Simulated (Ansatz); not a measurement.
# O on Os(0001): change of the work function

How does O on the hcp site change the work function of Os(0001) as the layer fills?

Method: plane-wave DFT, PBE-D3(BJ), Ansatz PAW, in the first sound run; inputs show where later runs differ, in Ansatz 0.2.0.

**1. Starting point**

The cell holds 4 atoms: 4 Os. Cell: a = 2.740 Å, b = 2.740 Å, c = 24.490 Å, α = 90.0°, β = 90.0°, γ = 60.0°. Vacuum lies along c.

Structure file:

```cif
data_structure
_symmetry_space_group_name_H-M 'P 1'
_symmetry_Int_Tables_number 1
_cell_length_a 2.7400
_cell_length_b 2.7400
_cell_length_c 24.4897
_cell_angle_alpha 90.000
_cell_angle_beta 90.000
_cell_angle_gamma 60.000
_cell_volume 159.23
loop_
_atom_site_label
_atom_site_type_symbol
_atom_site_fract_x
_atom_site_fract_y
_atom_site_fract_z
_atom_site_occupancy
Os1 Os 0.66667 0.66667 0.36750 1
Os2 Os 0.00000 0.00000 0.45583 1
Os3 Os 0.66667 0.66667 0.54417 1
Os4 Os 0.00000 0.00000 0.63250 1
```

**2. The clean slab**

The bare slab comes first, as the zero from which every change is counted. The two lowest layers are held at bulk places and the upper ones relax. The dipole correction removes the false field that a one-sided slab makes across the periodic vacuum, so each face gets a flat vacuum level of its own.

Contents of input.yaml:

```yaml
crystal:
  lattice:
    - [2.74, 0.0, 0.0]
    - [1.37, 2.3729096064, 0.0]
    - [0.0, 0.0, 24.48969]
  atoms:
    - { symbol: Os, position: [0.6666666667, 0.6666666667, 0.3675015894] }
    - { symbol: Os, position: [0.0, 0.0, 0.4558338631] }
    - { symbol: Os, position: [0.6666666667, 0.6666666667, 0.5441661369] }
    - { symbol: Os, position: [0.0, 0.0, 0.6324984106] }
kpoints:
  mp_grid: { grid: [13, 13, 1] }
hamiltonian:
  xc: pbe
  dispersion: d3bj
scf:
  occupations: { method: fermi_dirac, width: 0.1 }
  convergence: { dr2_threshold: 1.0e-08 }
efield:
  axis: 3
  dipole_correction: true
  ramp_position: 0.97
  ramp_width: 0.06
relax:
  f_tol: 0.02
  max_steps: 60
  constraints: [{ sites: [0, 1] }]
output:
  write_potential: true
  write_density: true
  volumetric_format: npy
```

Started as:

```console
ansatz run input.yaml --threads 4 --pin off --max-ram 12288MiB --backend cpu --events-out ev --progress --plain --runs-dir out
```

Numbers of over 12 decimals in the logs are rounded to 6 here.

The program printed:

```text
Engine: ansatz 0.2.0, aarch64-unknown-linux-gnu
Pseudopotentials: kind: paw
Pseudopotential: Os, paw, valence charge 16, recommended cutoff 420 eV (normal), Os.paw.azcp
Functional definition: PBE
  parameter kappa = 0.804
  parameter beta = 0.066725
  exchange = pbe_x(kappa = kappa, mu = beta*pi^2/3)
  correlation = pbe_c(beta = beta)
Crystal: 4 atoms, lattice volume = 159.226 Å³
Basis set: ecut = 420 eV, 3123 PW (Γ), exchange–correlation on 40×40×360 points (8 copies of the dense FFT grid, shifted against one another)
Bands: 39, of which v1, the nominal top of the filled ones, is band 32 counted from 1 (31 counted from 0)
Symmetry: 6 space group operations
k-points: 21 of 169 (time reversal used)
Non-local potential: Os, projectors of the file, l = 0: 3, l = 1: 2, l = 2: 2, l = 3: 1
PAW form: soft (Blöchl's): semilocal exchange-correlation on the pseudo side does not see the compensation charge
PAW one-centre angular grid: Os, 590 points (default); XC on 64 Gauss nodes
Initial density: superposition of atomic densities (neutral atoms: chi_scale 0, normalization atom), corrected by the library's trained network
Initial wavefunctions: pseudopotential atomic-orbital guess
Functional: x = pbe(κ = 0.804, μ = 0.219515), c = pbe(β = 0.066725)
SCF iter   1: F=—  HF=-45537.630723 eV  |F-HF|=—  |Δ(HF+E_count)|=         —  Δρ=6.38e-3  dr2=1.84e-1  ethr=1.77e-3  p=0.000 e·Å  D=1.89e-14 V/Å  ΔV_dip=-0.00 eV  dr2_dipole=1.34e-7  V_vac-E_F(+/−)=5.35/5.35 eV  ⟨swp⟩=8.3  Hψ=3989  notcnv=0
efield: sawtooth ramp at fractional position 0.9700 (set: `efield.ramp_position`, or a place that a band, a saddle search or an elastic batch's reference lends), width 0.0600; the density the first Hamiltonian is built on has a dipole p = 0.000 e·Å; the dipole correction subtracts the counter field D = 1.89e-14 V/Å, which shifts the + side's vacuum level by -0.00 eV against the − side's; the planar-averaged density in the ramp window peaks in size at 4.3e-5 e/Å³
preconditioner: auto → LDOS  [metal: Δε(μ)=0.079 eV  Ē_g=5.632 eV  σ=0.100 eV  W_gap=0.19  n_scr=18 (ndim 8)  ℏωp=16.6 eV  f_vac=0.579  D(μ)=3.43/eV (n_scr^D=14)  β→1.0]
SCF iter   2: F=—  HF=-45537.640531 eV  |F-HF|=—  |Δ(HF+E_count)|=   9.81e-3  Δρ=2.53e-3  dr2=3.22e-2  ethr=2.88e-4  p=-0.000 e·Å  D=-3.40e-5 V/Å  ΔV_dip=0.00 eV  dr2_dipole=9.56e-7  V_vac-E_F(+/−)=5.37/5.37 eV  ⟨swp⟩=2.0  Hψ=1419  notcnv=0
SCF iter   3: F=—  HF=-45537.636161 eV  |F-HF|=—  |Δ(HF+E_count)|=   4.37e-3  Δρ=1.19e-3  dr2=8.32e-3  ethr=5.03e-5  p=0.000 e·Å  D=3.72e-5 V/Å  ΔV_dip=-0.00 eV  dr2_dipole=2.79e-7  V_vac-E_F(+/−)=5.42/5.42 eV  ⟨swp⟩=2.6  Hψ=1507  notcnv=0
SCF iter   4: F=—  HF=-45537.634463 eV  |F-HF|=—  |Δ(HF+E_count)|=   1.70e-3  Δρ=2.55e-4  dr2=2.03e-4  ethr=1.30e-5  p=-0.000 e·Å  D=-4.61e-6 V/Å  ΔV_dip=0.00 eV  dr2_dipole=2.58e-8  V_vac-E_F(+/−)=5.40/5.40 eV  ⟨swp⟩=2.2  Hψ=1208  notcnv=0
SCF iter   5: F=—  HF=-45537.634452 eV  |F-HF|=—  |Δ(HF+E_count)|=   1.11e-5  Δρ=7.06e-5  dr2=5.73e-6  ethr=3.18e-7  p=0.000 e·Å  D=1.64e-6 V/Å  ΔV_dip=-0.00 eV  dr2_dipole=1.85e-9  V_vac-E_F(+/−)=5.40/5.40 eV  ⟨swp⟩=3.4  Hψ=1700  notcnv=0
SCF iter   6: F=—  HF=-45537.634467 eV  |F-HF|=—  |Δ(HF+E_count)|=   1.57e-5  Δρ=1.84e-5  dr2=1.10e-6  ethr=8.95e-9  p=-0.000 e·Å  D=-2.50e-6 V/Å  ΔV_dip=0.00 eV  dr2_dipole=5.12e-10  V_vac-E_F(+/−)=5.40/5.40 eV  ⟨swp⟩=2.8  Hψ=1380  notcnv=0
SCF iter   7: F=—  HF=-45537.634468 eV  |F-HF|=—  |Δ(HF+E_count)|=   8.00e-7  Δρ=5.71e-6  dr2=5.32e-8  ethr=1.72e-9  p=0.000 e·Å  D=2.41e-7 V/Å  ΔV_dip=-0.00 eV  dr2_dipole=3.66e-11  V_vac-E_F(+/−)=5.40/5.40 eV  ⟨swp⟩=2.9  Hψ=1291  notcnv=0
SCF iter   8: F=-45537.634468 eV  HF=-45537.634468 eV  |F-HF|=4.18e-9  |Δ(HF+E_count)|=   1.07e-7  Δρ=1.63e-6  dr2=7.70e-9  ethr=1.56e-11  p=-0.000 e·Å  D=-1.43e-6 V/Å  ΔV_dip=0.00 eV  dr2_dipole=2.36e-11  V_vac-E_F(+/−)=5.40/5.40 eV  ⟨swp⟩=11.9  Hψ=6416  notcnv=0
SCF 1 converged in 8 iterations: F = -45537.634468 eV  dr2 = 7.70e-9
  greatest PAW one-centre occupation: 1.000 electrons in one spin orbital (limit 2), on the Os atom at site 2 (counted from 0), in its partial waves of l = 0
relax step   1: F+E_penalty+E_count = -45537.63446814 eV  Δ(F+E_penalty+E_count) = +0.000e0 eV  max|allowed force component| = 7.579e-1 eV/Å  Δτ_max = 0.0000 Å  (8 SCF iters, accepted)
Initial density: handed on by an earlier stage of this run
Initial wavefunctions: those handed on with the density
iter 1 solved again at ethr=1.30e-3 eV; its pass at ethr=3.10e-3 eV (dr2=8.31e-1 eV) is discarded
SCF iter   1: F=—  HF=-45537.632003 eV  |F-HF|=—  |Δ(HF+E_count)|=         —  Δρ=8.83e-3  dr2=7.37e-1  ethr=1.30e-3  p=-0.000 e·Å  D=-3.60e-6 V/Å  ΔV_dip=0.00 eV  dr2_dipole=2.27e-1  V_vac-E_F(+/−)=5.38/5.38 eV  ⟨swp⟩=1.8  Hψ=3166  notcnv=0
efield: sawtooth ramp at fractional position 0.9700 (set: `efield.ramp_position`, or a place that a band, a saddle search or an elastic batch's reference lends), width 0.0600; the density the first Hamiltonian is built on has a dipole p = -0.000 e·Å; the dipole correction subtracts the counter field D = -3.60e-6 V/Å, which shifts the + side's vacuum level by +0.00 eV against the − side's; the planar-averaged density in the ramp window peaks in size at 1.0e-5 e/Å³
preconditioner: auto → LDOS  [metal: Δε(μ)=0.052 eV  Ē_g=5.807 eV  σ=0.100 eV  W_gap=0.13  n_scr=18 (ndim 8)  ℏωp=16.6 eV  f_vac=0.587  D(μ)=3.45/eV (n_scr^D=14)  β→1.0]
SCF iter   2: F=—  HF=-45537.628194 eV  |F-HF|=—  |Δ(HF+E_count)|=   3.81e-3  Δρ=5.18e-3  dr2=1.70e-1  ethr=1.15e-3  p=0.006 e·Å  D=6.42e-3 V/Å  ΔV_dip=-0.16 eV  dr2_dipole=2.24e-3  V_vac-E_F(+/−)=5.22/5.38 eV  ⟨swp⟩=2.6  Hψ=1325  notcnv=0
SCF iter   3: F=—  HF=-45537.596956 eV  |F-HF|=—  |Δ(HF+E_count)|=   3.12e-2  Δρ=1.17e-3  dr2=6.82e-3  ethr=2.66e-4  p=0.003 e·Å  D=3.78e-3 V/Å  ΔV_dip=-0.09 eV  dr2_dipole=8.84e-4  V_vac-E_F(+/−)=5.30/5.39 eV  ⟨swp⟩=2.8  Hψ=1583  notcnv=0
SCF iter   4: F=—  HF=-45537.595782 eV  |F-HF|=—  |Δ(HF+E_count)|=   1.17e-3  Δρ=3.50e-4  dr2=3.92e-4  ethr=1.06e-5  p=0.003 e·Å  D=3.97e-3 V/Å  ΔV_dip=-0.10 eV  dr2_dipole=1.81e-5  V_vac-E_F(+/−)=5.29/5.38 eV  ⟨swp⟩=2.8  Hψ=1541  notcnv=0
SCF iter   5: F=—  HF=-45537.595786 eV  |F-HF|=—  |Δ(HF+E_count)|=   4.36e-6  Δρ=1.71e-4  dr2=5.85e-5  ethr=6.12e-7  p=0.003 e·Å  D=3.98e-3 V/Å  ΔV_dip=-0.10 eV  dr2_dipole=7.98e-6  V_vac-E_F(+/−)=5.29/5.39 eV  ⟨swp⟩=2.8  Hψ=1491  notcnv=0
[...]
SCF iter   3: F=—  HF=-45537.659766 eV  |F-HF|=—  |Δ(HF+E_count)|=   9.13e-3  Δρ=9.41e-4  dr2=4.23e-3  ethr=7.04e-5  p=0.001 e·Å  D=1.34e-3 V/Å  ΔV_dip=-0.03 eV  dr2_dipole=1.66e-4  V_vac-E_F(+/−)=5.35/5.38 eV  ⟨swp⟩=2.9  Hψ=1593  notcnv=0
SCF iter   4: F=—  HF=-45537.658813 eV  |F-HF|=—  |Δ(HF+E_count)|=   9.52e-4  Δρ=1.99e-4  dr2=8.34e-5  ethr=5.24e-6  p=0.001 e·Å  D=1.09e-3 V/Å  ΔV_dip=-0.03 eV  dr2_dipole=2.82e-7  V_vac-E_F(+/−)=5.36/5.39 eV  ⟨swp⟩=2.4  Hψ=1369  notcnv=0
SCF iter   5: F=—  HF=-45537.658838 eV  |F-HF|=—  |Δ(HF+E_count)|=   2.45e-5  Δρ=8.69e-5  dr2=1.54e-5  ethr=1.03e-7  p=0.001 e·Å  D=1.15e-3 V/Å  ΔV_dip=-0.03 eV  dr2_dipole=2.22e-7  V_vac-E_F(+/−)=5.36/5.38 eV  ⟨swp⟩=2.9  Hψ=1674  notcnv=0
SCF iter   6: F=—  HF=-45537.658832 eV  |F-HF|=—  |Δ(HF+E_count)|=   5.93e-6  Δρ=3.94e-5  dr2=2.37e-6  ethr=1.91e-8  p=0.001 e·Å  D=1.32e-3 V/Å  ΔV_dip=-0.03 eV  dr2_dipole=6.94e-8  V_vac-E_F(+/−)=5.35/5.39 eV  ⟨swp⟩=2.5  Hψ=1266  notcnv=0
SCF iter   7: F=—  HF=-45537.658853 eV  |F-HF|=—  |Δ(HF+E_count)|=   2.05e-5  Δρ=1.25e-5  dr2=3.38e-7  ethr=2.93e-9  p=0.001 e·Å  D=1.41e-3 V/Å  ΔV_dip=-0.03 eV  dr2_dipole=9.11e-8  V_vac-E_F(+/−)=5.35/5.39 eV  ⟨swp⟩=2.4  Hψ=1220  notcnv=0
SCF iter   8: F=—  HF=-45537.658853 eV  |F-HF|=—  |Δ(HF+E_count)|=   4.45e-7  Δρ=2.41e-6  dr2=1.25e-8  ethr=4.18e-10  p=0.001 e·Å  D=1.47e-3 V/Å  ΔV_dip=-0.04 eV  dr2_dipole=2.22e-9  V_vac-E_F(+/−)=5.35/5.39 eV  ⟨swp⟩=2.8  Hψ=1309  notcnv=0
SCF iter   9: F=-45537.658853 eV  HF=-45537.658853 eV  |F-HF|=2.74e-9  |Δ(HF+E_count)|=   1.86e-8  Δρ=4.27e-7  dr2=7.11e-10  ethr=1.24e-11  p=0.001 e·Å  D=1.48e-3 V/Å  ΔV_dip=-0.04 eV  dr2_dipole=4.32e-11  V_vac-E_F(+/−)=5.35/5.39 eV  ⟨swp⟩=10.9  Hψ=5988  notcnv=0
SCF 3 converged in 9 iterations: F = -45537.658853 eV  dr2 = 7.11e-10
relax step   3: F+E_penalty+E_count = -45537.65885297 eV  Δ(F+E_penalty+E_count) = -2.438e-2 eV  max|allowed force component| = 1.264e-1 eV/Å  Δτ_max = 0.0735 Å  (9 SCF iters, accepted)
SCF iter   1: F=—  HF=-45537.659585 eV  |F-HF|=—  |Δ(HF+E_count)|=         —  Δρ=5.28e-4  dr2=2.54e-3  ethr=4.71e-5  p=0.001 e·Å  D=1.48e-3 V/Å  ΔV_dip=-0.04 eV  dr2_dipole=7.46e-4  V_vac-E_F(+/−)=5.35/5.39 eV  ⟨swp⟩=2.0  Hψ=1441  notcnv=0
efield: sawtooth ramp at fractional position 0.9700 (set: `efield.ramp_position`, or a place that a band, a saddle search or an elastic batch's reference lends), width 0.0600; the density the first Hamiltonian is built on has a dipole p = 0.001 e·Å; the dipole correction subtracts the counter field D = 1.48e-3 V/Å, which shifts the + side's vacuum level by -0.04 eV against the − side's; the planar-averaged density in the ramp window peaks in size at 7.5e-6 e/Å³
preconditioner: auto → LDOS  [metal: Δε(μ)=0.002 eV  Ē_g=5.676 eV  σ=0.100 eV  W_gap=0.01  n_scr=18 (ndim 8)  ℏωp=16.6 eV  f_vac=0.581  D(μ)=3.43/eV (n_scr^D=14)  β→1.0]
SCF iter   2: F=—  HF=-45537.659558 eV  |F-HF|=—  |Δ(HF+E_count)|=   2.74e-5  Δρ=3.54e-4  dr2=7.90e-4  ethr=3.96e-6  p=0.001 e·Å  D=1.00e-3 V/Å  ΔV_dip=-0.02 eV  dr2_dipole=2.09e-6  V_vac-E_F(+/−)=5.36/5.39 eV  ⟨swp⟩=2.1  Hψ=1335  notcnv=0
SCF iter   3: F=—  HF=-45537.659414 eV  |F-HF|=—  |Δ(HF+E_count)|=   1.44e-4  Δρ=5.42e-5  dr2=1.77e-5  ethr=1.23e-6  p=0.001 e·Å  D=1.21e-3 V/Å  ΔV_dip=-0.03 eV  dr2_dipole=4.63e-6  V_vac-E_F(+/−)=5.36/5.39 eV  ⟨swp⟩=2.7  Hψ=1337  notcnv=0
SCF iter   4: F=—  HF=-45537.659412 eV  |F-HF|=—  |Δ(HF+E_count)|=   2.02e-6  Δρ=2.37e-5  dr2=1.81e-6  ethr=2.77e-8  p=0.001 e·Å  D=1.23e-3 V/Å  ΔV_dip=-0.03 eV  dr2_dipole=2.13e-8  V_vac-E_F(+/−)=5.36/5.39 eV  ⟨swp⟩=2.8  Hψ=1548  notcnv=0
SCF iter   5: F=—  HF=-45537.659419 eV  |F-HF|=—  |Δ(HF+E_count)|=   6.99e-6  Δρ=1.01e-5  dr2=1.85e-7  ethr=2.83e-9  p=0.001 e·Å  D=1.23e-3 V/Å  ΔV_dip=-0.03 eV  dr2_dipole=9.71e-9  V_vac-E_F(+/−)=5.36/5.39 eV  ⟨swp⟩=2.7  Hψ=1344  notcnv=0
SCF iter   6: F=—  HF=-45537.659419 eV  |F-HF|=—  |Δ(HF+E_count)|=   2.21e-7  Δρ=4.12e-6  dr2=3.95e-8  ethr=2.89e-10  p=0.001 e·Å  D=1.25e-3 V/Å  ΔV_dip=-0.03 eV  dr2_dipole=4.33e-10  V_vac-E_F(+/−)=5.36/5.39 eV  ⟨swp⟩=2.9  Hψ=1407  notcnv=0
SCF iter   7: F=-45537.659419 eV  HF=-45537.659419 eV  |F-HF|=5.84e-9  |Δ(HF+E_count)|=   5.28e-8  Δρ=1.17e-6  dr2=4.74e-9  ethr=1.56e-11  p=0.001 e·Å  D=1.26e-3 V/Å  ΔV_dip=-0.03 eV  dr2_dipole=6.22e-10  V_vac-E_F(+/−)=5.36/5.39 eV  ⟨swp⟩=11.0  Hψ=6132  notcnv=0
SCF 4 converged in 7 iterations: F = -45537.659419 eV  dr2 = 4.74e-9
relax step   4: F+E_penalty+E_count = -45537.65941923 eV  Δ(F+E_penalty+E_count) = -5.663e-4 eV  max|allowed force component| = 1.233e-2 eV/Å  Δτ_max = 0.0102 Å  (7 SCF iters, accepted)
NSCF: frozen V_eff on 21 k-points
the band table was solved once a step of the walk had ended and its energy, with any forces and stress, was formed, with the checks that follow a solve (3673 applications of the Hamiltonian). They found nothing against the state; the energy, forces and stress were not computed again (output.eigenvalues in the input reference)
WARN: The output density's exchange-correlation potential varies sharply where the density is thin. Do not read a vacuum level from v_tot or v_xc, or from such a field of the output density. On a cell that repeats whose density bears no net charge and no dipole along the vacuum's axis use v_es (v_loc + v_h of the components); under efield.dipole_correction with no amplitude use v_es + v_field, which holds any externa [...]
SCF converged after 7 iterations
Free energy (F): -45537.659419 eV
Harris-Foulkes:  -45537.659419 eV  (|F-HF|=5.84e-9)
Internal energy: -45537.542630 eV  (E = F + TS)
E sigma→0 (E₀):  -45537.601025 eV
Entropy (-TS):   -0.116789 eV (-29.197 meV/atom)
Fermi energy:    5.695043 eV
Dipole field:    D = 0.001296 V/Å  (p = 0.001140 e·Å, saw-weighted, corrected)
Work function:   Φ+ = 5.3566 eV   Φ− = 5.3884 eV
Levels:          The Fermi level and band energies are counted from a zero that moves with the ramp; work functions are not
--- Per-component energies (eV) ---
  E_band       = -1543.796899
  E_kinetic    = 2242.292714
  E_local      = -103386.032336  (includes V_loc(G=0)·N_el)
  E_nonlocal   = -7.810540
  E_hartree    = 50788.160543
  E_xc         = -1063.332707
  E_vxc        = -1131.415420  (∫ρ·V_xc dr)
  E_paw        = -36046.592726  (= ΣΔE_a)
  E_vpaw       = -837.157580  (= ΣTr[D̂ρ^β])
  E_aug_tail   = -0.000331  (compensation charges beyond the density's cutoff)
  E_efield     = 0.000001  (sawtooth field / dipole correction)
  E_vefield    = 0.001340  (∫n·V_field dr)
  E_ewald      = 41937.643785
  E_disp       = -1.871035  (pairwise vdW)
  E_smearing   = -0.116789  (= −TS)
  E_closure    = -0.000000  (closes the sum)
  Σ components = -45537.659419   (vs F -45537.659419, Δ=0.00e0)
--- Forces (eV/Å), atoms counted from 1 ---
  atom   1  Os     0.00000000    -0.00000000     0.73905315
  atom   2  Os    -0.00000000     0.00000000    -0.72122632
  atom   3  Os     0.00000000    -0.00000000    -0.00550646
  atom   4  Os    -0.00000000     0.00000000    -0.01232967
  max |Σ_I F_I| component: 9.31e-6 eV/Å
--- Band table (eV; the first three rows and the last of 21) ---
  k-point 0: bands = [... 28 lower, 3.3451, 3.5037, 3.5037, 4.8719, 4.8719, 5.1122, 6.1170, 6.1348, ... 3 higher]
  k-point 1: bands = [... 28 lower, 3.4961, 3.4969, 3.6709, 4.6071, 4.8116, 5.0103, 5.3939, 6.0685, ... 3 higher]
  k-point 2: bands = [... 28 lower, 3.4805, 3.8286, 4.0401, 4.1656, 4.5540, 4.8923, 5.2979, 5.9494, ... 3 higher]
  k-point 20: bands = [... 28 lower, 3.4518, 4.2395, 5.0743, 6.5489, 6.6172, 6.9058, 7.3304, 7.6156, ... 3 higher]
--- Relaxed structure (4 steps of the walk, 3 accepted, 0 SCFs on fresh bases) ---
  F+E_penalty+E_count = -45537.65941923 eV   max|allowed force component| = 1.233e-2 eV/Å
  atoms:
    - { symbol: Os, position: [0.666667, 0.666667, 0.3675015894] }
    - { symbol: Os, position: [0.0, 0.0, 0.4558338631] }
    - { symbol: Os, position: [0.666667, 0.666667, 0.544114] }
    - { symbol: Os, position: [-1.7091706876816474e-18, 0, 0.629915] }
```

It took 11 s on 4 threads of Arm Neoverse V2, shared host; peak memory 0.46 GiB; 43 s of CPU time.

Step by step:

```csv
step,energy less that of the first step (eV),largest force component (eV/Å)
1,0.0000,0.7579
2,0.0386,1.4191
3,-0.0244,0.1264
4,-0.0250,0.0123
```

Relaxation step 2 was tried and not accepted.

The run keeps the 6 symmetry operations that it works with, so distortions that break them were not tested.

The atoms that moved most (Å):

```csv
atom,dx,dy,dz,length
Os4,0.000,0.000,-0.063,0.063
```

The relaxed structure:

```xyz
4
Lattice="2.7400 0.0000 0.0000 1.3700 2.3729 0.0000 0.0000 0.0000 24.4897" Properties=species:S:1:pos:R:3
Os    2.7400    1.5819    9.0000
Os    0.0000    0.0000   11.1632
Os    2.7400    1.5819   13.3252
Os    0.0000    0.0000   15.4264
```

Numbers from this step:

```yaml
energy_at_zero_smearing: -45537.6010 eV
work_function_upper_face: 5.357 eV
work_function_lower_face: 5.388 eV
dipole_along_the_normal: 0.001140 e·Å
step_between_the_vacuum_levels: -0.03173 eV
```

Running mean over 2.16323 Å of the planar mean; the ramp of the sawtooth is left out. Electron's electrostatic potential energy less the Fermi level against z:

```csv
z (Å),electron's electrostatic potential energy less the Fermi level (eV)
3,5.39
4,5.39
5,5.38
6,5.29
7,4.05
8,-5.04
9,-12.2
10,-12.8
11,-13.0
12,-13.1
13,-13.1
14,-13.5
15,-13.0
16,-9.65
17,1.40
18,5.05
19,5.33
20,5.36
21,5.36
```

The relaxation took 4 steps and lowered the energy by 0.025 eV; the largest force on the free atoms ends at 0.012 eV/Å.

The work function of the upper face is 5.36 eV.

(Part 1 of 5 ends here.)

[Logs are printed without paths, hosts, clocks, repeated set-up lines and the standing remarks that a program may print on its own settings, such as how far it seeks lower states.]

[Hosts, paths, dates, database ids (printed as entryN), source tags and the programs' standing remarks are cut or masked in the printed files.]

[Maps of the electrostatic potential energy from Ansatz leave out the sawtooth potential of an applied field or a dipole correction, so their vacuum need not be flat; planar profiles and work functions include it.]
